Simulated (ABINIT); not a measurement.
# CO2 (Cmce): a self-consistent loop beyond G0W0, cycle by cycle, part 2 of 3

Aim: iterate the self-energy on CO2 (Cmce) and follow the gap from cycle to cycle.

ABINIT 10.8.3; PBEsol and many-body steps on it, plane waves. Known limits of the many-body steps: not at the basis limit; coarse k mesh.

So far. Step 5 (evGW0, cycle 1): Against G0W0 in ABINIT (4×4×2 mesh, 92 bands, screening to 130.6 eV, Godby-Needs plasmon pole), the gap moves by +0.602 eV. This first cycle still uses the starting levels; it takes the full correction, at all points of the mesh, and its linearised value is 10.151 eV. Step 6 (evGW0, cycle 2): Against the cycle before, the gap moves by −0.186 eV.

## Step 7: evGW0, cycle 3

Level of this step: evGW0 on PBEsol, plane waves, norm-conserving pseudopotentials (ABINIT).

run.abi reads:

```
acell 3*1.0 Angstrom
rprim 
  2.635911230000 -2.387378120000 0.000000000000
  2.635911230000 2.387378120000 0.000000000000
  0.000000000000 0.000000000000 6.587174910000
ntypat 2
znucl 6 8
natom 6
typat 1 1 2 2 2 2
xred 
  0.000000000000 0.000000000000 0.000000000000
  0.500000000000 0.500000000000 0.500000000000
  0.806508570000 0.193491430000 0.891843390000
  0.193491430000 0.806508570000 0.108156610000
  0.693491430000 0.306508570000 0.391843390000
  0.306508570000 0.693491430000 0.608156610000
pp_dirpath "pseudos"
pseudos "C.upf, O.upf"
ecut 37
ngkpt 4 4 2
nshiftk 1
shiftk 0 0 0
kptopt 1
chksymbreak 0
istwfk *1
occopt 1
irdwfk 1
optdriver 4
nband 92
gwcalctyp 10
ecutsigx 37
symsigma 1
nkptgw 14
kptgw 
  0.0000000000 0.0000000000 0.0000000000
  0.2500000000 0.0000000000 0.0000000000
  0.5000000000 0.0000000000 0.0000000000
  0.2500000000 0.2500000000 0.0000000000
  0.5000000000 0.2500000000 0.0000000000
  -0.2500000000 0.2500000000 0.0000000000
  0.5000000000 0.5000000000 0.0000000000
  0.0000000000 0.0000000000 0.5000000000
  0.2500000000 0.0000000000 0.5000000000
  0.5000000000 0.0000000000 0.5000000000
  0.2500000000 0.2500000000 0.5000000000
  0.5000000000 0.2500000000 0.5000000000
  -0.2500000000 0.2500000000 0.5000000000
  0.5000000000 0.5000000000 0.5000000000
bdgw 
  5 22
  5 22
  5 22
  5 22
  5 22
  5 22
  5 22
  5 22
  5 22
  5 22
  5 22
  5 22
  5 22
  5 22
ecuteps 4.8
irdscr 1
ppmodel 1
irdqps 1
indata_prefix "in"
outdata_prefix "out"
tmpdata_prefix "tmp"
```

Command:

```sh
> OMP_NUM_THREADS=1 mpirun -n 8 abinit run.abi > log
```

The program printed:

```text
.Version 10.8.3 of ABINIT. v10.8.2 released Aug 2026.

 Symmetries : space group Cm c a (# 64); Bravais oC (1-face-center ortho.)
[... echo of the input left out ...]
== DATASET  1 ==================================================================
-   mpi_nproc: 8, omp_nthreads: 1 (-1 if OMP is not activated)

--- !DatasetInfo
iteration_state: {dtset: 1, }
dimensions: {natom: 6, nkpt: 14, mband: 92, nsppol: 1, nspinor: 1, nspden: 1, mpw: 6054, }
cutoff_energies: {ecut:  37.0, pawecutdg:  -1.0, }
[...]
.  kptgw no:  3; Maximum DeltaE = (  -0.010   0.000) for band index: 15
[...]
.  kptgw no: 13; Maximum DeltaE = (   0.022   0.000) for band index: 17
.  kptgw no: 14; Maximum DeltaE = (  -0.010   0.000) for band index: 15

== END DATASET(S) ==============================================================
================================================================================

 -outvars: echo values of variables after computation  --------
           etotal      0.0000000000E+00
            nband          92
             nkpt          14
          spgroup          64
 [... the other variables as echoed above ...]

 Calculation completed.
```

The job ended after 4.1 min (8 MPI ranks of Arm Neoverse V2, shared host; peak memory 5.4 GiB).

Numbers from this step:

| Quantity | Value |
| --- | --- |
| quasiparticle gap on the mesh | 10.57 eV |
| gap of the density functional on the mesh | 6.582 eV |
| k of the valence top | 0.5, 0.5, 0 |
| k of the conduction bottom | 0, 0, 0 |
| least direct quasiparticle gap on the computed points | 11.31 eV |

Against the cycle before, the gap moves by +0.005 eV.

## Step 8: Screening, 4×4×2 mesh, 92 bands, screening to 130.6 eV

This step: RPA screening on PBEsol, plane waves, norm-conserving pseudopotentials.

run.abi reads:

```
acell 3*1.0 Angstrom
rprim 
  2.635911230000 -2.387378120000 0.000000000000
  2.635911230000 2.387378120000 0.000000000000
  0.000000000000 0.000000000000 6.587174910000
ntypat 2
znucl 6 8
natom 6
typat 1 1 2 2 2 2
xred 
  0.000000000000 0.000000000000 0.000000000000
  0.500000000000 0.500000000000 0.500000000000
  0.806508570000 0.193491430000 0.891843390000
  0.193491430000 0.806508570000 0.108156610000
  0.693491430000 0.306508570000 0.391843390000
  0.306508570000 0.693491430000 0.608156610000
pp_dirpath "pseudos"
pseudos "C.upf, O.upf"
ecut 37
ngkpt 4 4 2
nshiftk 1
shiftk 0 0 0
kptopt 1
chksymbreak 0
istwfk *1
occopt 1
irdwfk 1
optdriver 3
nband 92
ecuteps 4.8
inclvkb 2
awtr 1
symchi 1
gwcalctyp 10
mbpt_sciss 5.507 eV
nqptdm 1
qptdm 
  0 0 0
indata_prefix "in"
outdata_prefix "out"
tmpdata_prefix "tmp"
```

The program printed:

```text
.Version 10.8.3 of ABINIT. v10.8.2 released Aug 2026.

 Symmetries : space group Cm c a (# 64); Bravais oC (1-face-center ortho.)
[... echo of the input left out ...]
== DATASET  1 ==================================================================
-   mpi_nproc: 8, omp_nthreads: 1 (-1 if OMP is not activated)

--- !DatasetInfo
iteration_state: {dtset: 1, }
dimensions: {natom: 6, nkpt: 14, mband: 92, nsppol: 1, nspinor: 1, nspden: 1, mpw: 6054, }
cutoff_energies: {ecut:  37.0, pawecutdg:  -1.0, }
electrons: {nelect:   3.20000000E+01, charge:   0.00000000E+00, occopt:   1.00000000E+00, tsmear:   1.00000000E-02, }

 SCREENING: Calculation of the susceptibility and dielectric matrices

 Based on a program developped by R.W. Godby, V. Olevano, G. Onida, and L. Reining.
 Incorporated in ABINIT by V. Olevano, G.-M. Rignanese, and M. Torrent.
.Using double precision arithmetic ; gwpc =  8

[... cell and pseudopotentials left out ...]
--------------------------------------------------------------------------------

 ==== K-mesh for the wavefunctions ====
 Number of points in the irreducible wedge :    14
[... list of points left out ...]
 Together with  8 symmetry operations and time-reversal symmetry
 yields    32 points in the full Brillouin Zone.

 ==== Q-mesh for the screening function ====
 Number of points in the irreducible wedge :    14
[... list of points left out ...]
 Together with  8 symmetry operations and time-reversal symmetry
 yields    32 points in the full Brillouin Zone.

 setmesh: FFT mesh size selected  =    30x   30x   50
          total number of points  =        45000

 vcoul_init : cutoff-mode = AUXILIARY_FUNCTION
 q-points for optical limit:   1
     1)      0.000010    0.000020    0.000030

 Dielectric matrix will be calculated only for some
 selected q points provided by the user through the input variables
 nqptdm and qptdm

- screening: taking advantage of time-reversal symmetry
- Maximum band index for partially occupied states nbvw = 16
- Remaining bands to be divided among processors   nbcw = 76
- Number of bands treated by each node ~9

 rdqps: reading QP wavefunctions of the previous step
        looking for file in_QPS
 file not found, 1st iteration initialized with KS eigenelements

 screening : performing a first self-consistency
 update of the energies in W by a scissor operator
 applying a scissor operator of [eV] :   5.507

 Number of electrons calculated from density =   32.0000; Expected =   32.0000
 average of density, n =  0.057197
 r_s =    1.6101
 omega_plasma =   23.0697 [eV]

 calculating chi0 at frequencies [eV] :
  1    0.000000E+00    0.000000E+00
  2    0.000000E+00    2.306969E+01

--------------------------------------------------------------------------------
  q-point number  1        q = ( 0.000000, 0.000000, 0.000000) [r.l.u.]
--------------------------------------------------------------------------------
[... chi0 elements left out ...]
 For q-point:  0.000010 0.000020 0.000030
  dielectric constant =   1.6411
  dielectric constant without local fields =   1.8580

  Average fulfillment of the sum rule on Im[epsilon] for q-point    1 :     66.95  [%]
[... wings left out ...]
== END DATASET(S) ==============================================================
================================================================================

 -outvars: echo values of variables after computation  --------
           etotal      0.0000000000E+00
            nband          92
             nkpt          14
          spgroup          64
 [... the other variables as echoed above ...]

 Calculation completed.
```

Elapsed: 11 s, on 8 MPI ranks; peak memory 2.9 GiB; 83 s of CPU time.

This step gave:

| Quantity | Value |
| --- | --- |
| ε∞ with local fields, on this mesh, along the program's q direction | 1.641 |
| the same without local fields | 1.858 |
| plasma frequency | 23.07 eV |
| plane waves in the screening matrix | 277 |

This screening uses the functional's bands under a rigid shift, the mean opening of the cycle before.

## Step 9: Screening, 4×4×2 mesh, 92 bands, screening to 130.6 eV

This step: RPA screening on PBEsol from quasiparticle energies, plane waves, norm-conserving pseudopotentials.

run.abi, as its differences from that of step 8:

```diff
@@ -33,7 +33,19 @@
 symchi 1
+irdqps 1
 gwcalctyp 10
-mbpt_sciss 5.507 eV
-nqptdm 1
+nqptdm 13
 qptdm 
-  0 0 0
+  0.2500000000 0.0000000000 0.0000000000
+  0.5000000000 0.0000000000 0.0000000000
+  0.2500000000 0.2500000000 0.0000000000
+  0.5000000000 0.2500000000 0.0000000000
+  -0.2500000000 0.2500000000 0.0000000000
+  0.5000000000 0.5000000000 0.0000000000
+  0.0000000000 0.0000000000 0.5000000000
+  0.2500000000 0.0000000000 0.5000000000
+  0.5000000000 0.0000000000 0.5000000000
+  0.2500000000 0.2500000000 0.5000000000
+  0.5000000000 0.2500000000 0.5000000000
+  -0.2500000000 0.2500000000 0.5000000000
+  0.5000000000 0.5000000000 0.5000000000
 indata_prefix "in"
```

mrgscr.stdin reads:

```
2
merged
q0_SCR
out_SCR
1
```

Command:

```sh
> OMP_NUM_THREADS=1 mpirun -n 8 abinit run.abi > log; mrgscr < mrgscr.stdin
```

The program printed:

```text
.Version 10.8.3 of ABINIT. v10.8.2 released Aug 2026.

 Symmetries : space group Cm c a (# 64); Bravais oC (1-face-center ortho.)
[... echo of the input left out ...]
== DATASET  1 ==================================================================
-   mpi_nproc: 8, omp_nthreads: 1 (-1 if OMP is not activated)

--- !DatasetInfo
iteration_state: {dtset: 1, }
dimensions: {natom: 6, nkpt: 14, mband: 92, nsppol: 1, nspinor: 1, nspden: 1, mpw: 6054, }
cutoff_energies: {ecut:  37.0, pawecutdg:  -1.0, }
[...]
q-point number  1        q = ( 0.250000, 0.000000, 0.000000) [r.l.u.]
--------------------------------------------------------------------------------
[... chi0 elements left out ...]
  Average fulfillment of the sum rule on Im[epsilon] for q-point    2 :     74.67  [%]

--------------------------------------------------------------------------------
  q-point number  2        q = ( 0.500000, 0.000000, 0.000000) [r.l.u.]
--------------------------------------------------------------------------------
[... chi0 elements left out ...]
  Average fulfillment of the sum rule on Im[epsilon] for q-point    3 :     66.94  [%]

 [... 11 further q-points ...]
```

Run time: 37 s. Hardware: 8 MPI ranks; peak memory 2.8 GiB.

Numbers from this step:

* plasma frequency: 23.07 eV
* plane waves in the screening matrix: 277

This screening reads the quasiparticle levels of the cycle before.

## Step 10: evGW, cycle 1

This step: evGW on PBEsol, plane waves, norm-conserving pseudopotentials.

run.abi, as its differences from that of step 9:

```diff
@@ -27,12 +27,10 @@
 irdwfk 1
-optdriver 3
+optdriver 4
 nband 92
-ecuteps 4.8
-inclvkb 2
-awtr 1
-symchi 1
-irdqps 1
 gwcalctyp 10
-nqptdm 13
-qptdm 
+ecutsigx 37
+symsigma 1
+nkptgw 14
+kptgw 
+  0.0000000000 0.0000000000 0.0000000000
   0.2500000000 0.0000000000 0.0000000000
@@ -50,2 +48,21 @@
   0.5000000000 0.5000000000 0.5000000000
+bdgw 
+  5 22
+  5 22
+  5 22
+  5 22
+  5 22
+  5 22
+  5 22
+  5 22
+  5 22
+  5 22
+  5 22
+  5 22
+  5 22
+  5 22
+ecuteps 4.8
+irdscr 1
+ppmodel 1
+irdqps 1
 indata_prefix "in"
```

Command:

```sh
> OMP_NUM_THREADS=1 mpirun -n 8 abinit run.abi > log
```

The program printed:

```text
.Version 10.8.3 of ABINIT. v10.8.2 released Aug 2026.

 Symmetries : space group Cm c a (# 64); Bravais oC (1-face-center ortho.)
[... echo of the input left out ...]
== DATASET  1 ==================================================================
-   mpi_nproc: 8, omp_nthreads: 1 (-1 if OMP is not activated)

--- !DatasetInfo
iteration_state: {dtset: 1, }
dimensions: {natom: 6, nkpt: 14, mband: 92, nsppol: 1, nspinor: 1, nspden: 1, mpw: 6054, }
cutoff_energies: {ecut:  37.0, pawecutdg:  -1.0, }
[...]
.  kptgw no:  3; Maximum DeltaE = (   0.266  -0.000) for band index:  1
[...]
.  kptgw no: 13; Maximum DeltaE = (   0.296  -0.000) for band index:  1
.  kptgw no: 14; Maximum DeltaE = (   0.305   0.000) for band index:  1

== END DATASET(S) ==============================================================
================================================================================

 -outvars: echo values of variables after computation  --------
           etotal      0.0000000000E+00
            nband          92
             nkpt          14
          spgroup          64
 [... the other variables as echoed above ...]

 Calculation completed.
```

It took 4.1 min on 8 MPI ranks; peak memory 5.4 GiB; 33 min of CPU time.

Numbers from this step:

```
quasiparticle gap on the mesh                         : 11.27 eV
gap of the density functional on the mesh             : 6.582 eV
k of the valence top                                  : 0.5, 0.5, 0
k of the conduction bottom                            : 0, 0, 0
least direct quasiparticle gap on the computed points : 12.02 eV
```

Against G0W0 in ABINIT (4×4×2 mesh, 92 bands, screening to 130.6 eV, Godby-Needs plasmon pole), the gap moves by +1.114 eV.

## Step 11: Screening, 4×4×2 mesh, 92 bands, screening to 130.6 eV

This step: RPA screening on PBEsol, plane waves, norm-conserving pseudopotentials.

run.abi reads:

```
acell 3*1.0 Angstrom
rprim 
  2.635911230000 -2.387378120000 0.000000000000
  2.635911230000 2.387378120000 0.000000000000
  0.000000000000 0.000000000000 6.587174910000
ntypat 2
znucl 6 8
natom 6
typat 1 1 2 2 2 2
xred 
  0.000000000000 0.000000000000 0.000000000000
  0.500000000000 0.500000000000 0.500000000000
  0.806508570000 0.193491430000 0.891843390000
  0.193491430000 0.806508570000 0.108156610000
  0.693491430000 0.306508570000 0.391843390000
  0.306508570000 0.693491430000 0.608156610000
pp_dirpath "pseudos"
pseudos "C.upf, O.upf"
ecut 37
ngkpt 4 4 2
nshiftk 1
shiftk 0 0 0
kptopt 1
chksymbreak 0
istwfk *1
occopt 1
irdwfk 1
optdriver 3
nband 92
ecuteps 4.8
inclvkb 2
awtr 1
symchi 1
gwcalctyp 10
mbpt_sciss 6.222 eV
nqptdm 1
qptdm 
  0 0 0
indata_prefix "in"
outdata_prefix "out"
tmpdata_prefix "tmp"
```

The program printed:

```text
.Version 10.8.3 of ABINIT. v10.8.2 released Aug 2026.

 Symmetries : space group Cm c a (# 64); Bravais oC (1-face-center ortho.)
[... echo of the input left out ...]
== DATASET  1 ==================================================================
-   mpi_nproc: 8, omp_nthreads: 1 (-1 if OMP is not activated)

--- !DatasetInfo
iteration_state: {dtset: 1, }
dimensions: {natom: 6, nkpt: 14, mband: 92, nsppol: 1, nspinor: 1, nspden: 1, mpw: 6054, }
cutoff_energies: {ecut:  37.0, pawecutdg:  -1.0, }
[...]
[... chi0 elements left out ...]
 For q-point:  0.000010 0.000020 0.000030
  dielectric constant =   1.6231
  dielectric constant without local fields =   1.8275

  Average fulfillment of the sum rule on Im[epsilon] for q-point    1 :     68.49  [%]
[... wings left out ...]
== END DATASET(S) ==============================================================
================================================================================

 -outvars: echo values of variables after computation  --------
           etotal      0.0000000000E+00
            nband          92
             nkpt          14
          spgroup          64
 [... the other variables as echoed above ...]

 Calculation completed.
```

Run time: 11 s. Hardware: 8 MPI ranks; peak memory 2.9 GiB; 86 s of CPU time.

This step gave:

```
ε∞ with local fields, on this mesh, along the program's q direction : 1.623
the same without local fields                                       : 1.827
plasma frequency                                                    : 23.07 eV
plane waves in the screening matrix                                 : 277
```

This screening uses the functional's bands under a rigid shift, the mean opening of the cycle before.

## Step 12: Screening, 4×4×2 mesh, 92 bands, screening to 130.6 eV

This step: RPA screening on PBEsol from quasiparticle energies, plane waves, norm-conserving pseudopotentials.

run.abi, as its differences from that of step 11:

```diff
@@ -33,7 +33,19 @@
 symchi 1
+irdqps 1
 gwcalctyp 10
-mbpt_sciss 6.222 eV
-nqptdm 1
+nqptdm 13
 qptdm 
-  0 0 0
+  0.2500000000 0.0000000000 0.0000000000
+  0.5000000000 0.0000000000 0.0000000000
+  0.2500000000 0.2500000000 0.0000000000
+  0.5000000000 0.2500000000 0.0000000000
+  -0.2500000000 0.2500000000 0.0000000000
+  0.5000000000 0.5000000000 0.0000000000
+  0.0000000000 0.0000000000 0.5000000000
+  0.2500000000 0.0000000000 0.5000000000
+  0.5000000000 0.0000000000 0.5000000000
+  0.2500000000 0.2500000000 0.5000000000
+  0.5000000000 0.2500000000 0.5000000000
+  -0.2500000000 0.2500000000 0.5000000000
+  0.5000000000 0.5000000000 0.5000000000
 indata_prefix "in"
```

mrgscr.stdin is that of step 9.

Command:

```sh
> OMP_NUM_THREADS=1 mpirun -n 8 abinit run.abi > log; mrgscr < mrgscr.stdin
```

The program printed:

```text
.Version 10.8.3 of ABINIT. v10.8.2 released Aug 2026.

 Symmetries : space group Cm c a (# 64); Bravais oC (1-face-center ortho.)
[... echo of the input left out ...]
== DATASET  1 ==================================================================
-   mpi_nproc: 8, omp_nthreads: 1 (-1 if OMP is not activated)

--- !DatasetInfo
iteration_state: {dtset: 1, }
dimensions: {natom: 6, nkpt: 14, mband: 92, nsppol: 1, nspinor: 1, nspden: 1, mpw: 6054, }
cutoff_energies: {ecut:  37.0, pawecutdg:  -1.0, }
[...]
q-point number  1        q = ( 0.250000, 0.000000, 0.000000) [r.l.u.]
--------------------------------------------------------------------------------
[... chi0 elements left out ...]
  Average fulfillment of the sum rule on Im[epsilon] for q-point    2 :     76.41  [%]

--------------------------------------------------------------------------------
  q-point number  2        q = ( 0.500000, 0.000000, 0.000000) [r.l.u.]
--------------------------------------------------------------------------------
[... chi0 elements left out ...]
  Average fulfillment of the sum rule on Im[epsilon] for q-point    3 :     68.32  [%]

 [... 11 further q-points ...]
```

It took 36 s on 8 MPI ranks; peak memory 2.8 GiB.

Numbers from this step:

* plasma frequency: 23.07 eV
* plane waves in the screening matrix: 277

This screening reads the quasiparticle levels of the cycle before.

## Step 13: evGW, cycle 2

This step: evGW on PBEsol, plane waves, norm-conserving pseudopotentials.

run.abi, as its differences from that of step 12:

```diff
@@ -27,12 +27,10 @@
 irdwfk 1
-optdriver 3
+optdriver 4
 nband 92
-ecuteps 4.8
-inclvkb 2
-awtr 1
-symchi 1
-irdqps 1
 gwcalctyp 10
-nqptdm 13
-qptdm 
+ecutsigx 37
+symsigma 1
+nkptgw 14
+kptgw 
+  0.0000000000 0.0000000000 0.0000000000
   0.2500000000 0.0000000000 0.0000000000
@@ -50,2 +48,21 @@
   0.5000000000 0.5000000000 0.5000000000
+bdgw 
+  5 22
+  5 22
+  5 22
+  5 22
+  5 22
+  5 22
+  5 22
+  5 22
+  5 22
+  5 22
+  5 22
+  5 22
+  5 22
+  5 22
+ecuteps 4.8
+irdscr 1
+ppmodel 1
+irdqps 1
 indata_prefix "in"
```

Command:

```sh
> OMP_NUM_THREADS=1 mpirun -n 8 abinit run.abi > log
```

The program printed:

```text
.Version 10.8.3 of ABINIT. v10.8.2 released Aug 2026.

 Symmetries : space group Cm c a (# 64); Bravais oC (1-face-center ortho.)
[... echo of the input left out ...]
== DATASET  1 ==================================================================
-   mpi_nproc: 8, omp_nthreads: 1 (-1 if OMP is not activated)

--- !DatasetInfo
iteration_state: {dtset: 1, }
dimensions: {natom: 6, nkpt: 14, mband: 92, nsppol: 1, nspinor: 1, nspden: 1, mpw: 6054, }
cutoff_energies: {ecut:  37.0, pawecutdg:  -1.0, }
[...]
.  kptgw no:  3; Maximum DeltaE = (   0.011   0.000) for band index:  3
[...]
.  kptgw no: 13; Maximum DeltaE = (   0.020   0.000) for band index:  4
.  kptgw no: 14; Maximum DeltaE = (  -0.041   0.000) for band index:  6

== END DATASET(S) ==============================================================
================================================================================

 -outvars: echo values of variables after computation  --------
           etotal      0.0000000000E+00
            nband          92
             nkpt          14
          spgroup          64
 [... the other variables as echoed above ...]

 Calculation completed.
```

It took 4.1 min on 8 MPI ranks; peak memory 5.4 GiB.

This step gave:

- quasiparticle gap on the mesh: 11.33 eV
- gap of the density functional on the mesh: 6.582 eV
- k of the valence top: 0.5, 0.5, 0
- k of the conduction bottom: 0, 0, 0
- least direct quasiparticle gap on the computed points: 12.08 eV

Against the cycle before, the gap moves by +0.061 eV.

(Part 2 of 3 ends here.)

[Paths, hosts, dates, memory and timing lines, banners, echoed tables and standing remarks are left out of the program output.]

[Logs are printed without paths, hosts, clocks, repeated set-up lines and the standing remarks that a program may print on its own settings, such as how far it seeks lower states.]

[Runs of the session that timed out or met a known fault of the program may be left out.]

[Hosts, paths, dates, database ids (printed as entryN), source tags and the programs' standing remarks are cut or masked in the printed files.]

[G0W0 gaps are taken among the corrected bands and points alone; a level outside them can change the order at an edge.]

[Where Ansatz stands beside ABINIT at settings called matched, ABINIT's density can come from a denser mesh and the files from another edition; pairs whose starting gaps differed by over 0.03 eV were left out, so agreement reads better than it is.]
